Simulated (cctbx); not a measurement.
# Er2CdGa3 with cctbx, script by script

Library: cctbx 2025.11.

## 1. Energy scan

run.py:

```python
from cctbx import adptbx, crystal, miller, xray
from cctbx.array_family import flex
from cctbx.eltbx import sasaki

cs = crystal.symmetry(unit_cell=(5.744, 5.744, 8.824, 90, 90, 120), space_group_symbol='Hall: -P 6c 2c')  # P6_3/mmc
atoms = [  # label, site, U (iso, or U11 U22 U33 U12 U13 U23 in A^2), occupancy
    ("Er1", (1/3, 2/3, 0.0668), (0.0116, 0.0116, 0.0095, 0.0058, 0.0000, 0.0000), 1),
    ("Cd1", (0, 0, 0.5), (0.0108, 0.0108, 0.0067, 0.0054, 0.0000, -0.0000), 1),
    ("Ga1", (0.8345, 0.1655, 0.25), (0.0182, 0.0182, 0.0178, 0.0076, 0.0000, 0.0000), 1),
]
xs = xray.structure(crystal_symmetry=cs)
for label, site, u, occ in atoms:
    u = adptbx.u_cif_as_u_star(cs.unit_cell(), u) if isinstance(u, tuple) else u
    xs.add_scatterer(xray.scatterer(label, site=site, u=u, occupancy=occ))
hkl = [(1, 1, 2), (0, 0, 2), (0, 1, 4), (1, 1, 0)]
ms = miller.set(cs, flex.miller_index(hkl + [tuple(-v for v in h) for h in hkl]), anomalous_flag=True)
print("E (eV)    f'(Ga)   f''   " + "".join("%16s" % ("|F|" + " ".join(map(str, h))) for h in hkl))
for e in [9767, 10117, 10247, 10307, 10337, 10352, 10359, 10363, 10371, 10375, 10382, 10397, 10427, 10517, 10767]:
    xs.set_inelastic_form_factors(12398.42 / e, "sasaki")
    t = sasaki.table("Ga").at_ev(e)
    f = flex.abs(ms.structure_factors_from_scatterers(xs, algorithm="direct").f_calc().data())
    n = len(hkl)
    print("%7.0f %7.2f %6.2f  " % (e, t.fp(), t.fdp()) + "".join("%9.1f/%6.1f" % (f[k], f[k + n]) for k in range(n)))
```

```console
$ python run.py
```

```text
E (eV)    f'(Ga)   f''           |F|1 1 2        |F|0 0 2        |F|0 1 4        |F|1 1 0
   9767   -2.53   0.55      242.5/ 242.5     88.3/  88.3     99.2/  99.2    237.0/ 237.0
  10117   -3.36   0.51      247.7/ 247.7     98.9/  98.9     98.9/  98.9    248.6/ 248.6
  10247   -4.08   0.50      247.5/ 247.5    103.8/ 103.8     98.2/  98.2    251.5/ 251.5
  10307   -4.78   0.49      246.7/ 246.7    108.1/ 108.1     97.6/  97.6    253.4/ 253.4
  10337   -5.49   0.49      245.6/ 245.6    112.3/ 112.3     96.9/  96.9    255.1/ 255.1
  10352   -6.20   0.49      244.3/ 244.3    116.4/ 116.4     96.2/  96.2    256.5/ 256.5
  10359   -6.83   0.49      243.2/ 243.2    119.9/ 119.9     95.6/  95.6    257.8/ 257.8
  10363   -7.49   0.49      242.1/ 242.1    123.7/ 123.7     95.0/  95.0    259.0/ 259.0
  10371   -7.90   3.89      242.4/ 242.4    122.3/ 122.3     95.0/  95.0    258.7/ 258.7
  10375   -7.03   3.89      244.0/ 244.0    117.2/ 117.2     95.8/  95.8    257.1/ 257.1
  10382   -6.29   3.88      245.4/ 245.4    112.9/ 112.9     96.5/  96.5    255.8/ 255.8
  10397   -5.49   3.87      246.9/ 246.9    108.3/ 108.3     97.3/  97.3    254.5/ 254.5
  10427   -4.70   3.85      248.5/ 248.5    103.9/ 103.9     98.0/  98.0    253.3/ 253.3
  10517   -3.67   3.78      250.9/ 250.9     98.5/  98.5     99.0/  99.0    252.1/ 252.1
  10767   -2.52   3.60      254.1/ 254.1     93.1/  93.1    100.1/ 100.1    251.8/ 251.8
```

It took 0.35 s on 1 thread of Arm Neoverse N1, on a shared host, peak memory 0.07 GiB.

[Logs are printed without paths, hosts, clocks, repeated set-up lines and the standing remarks that a program may print on its own settings, such as how far it seeks lower states.]
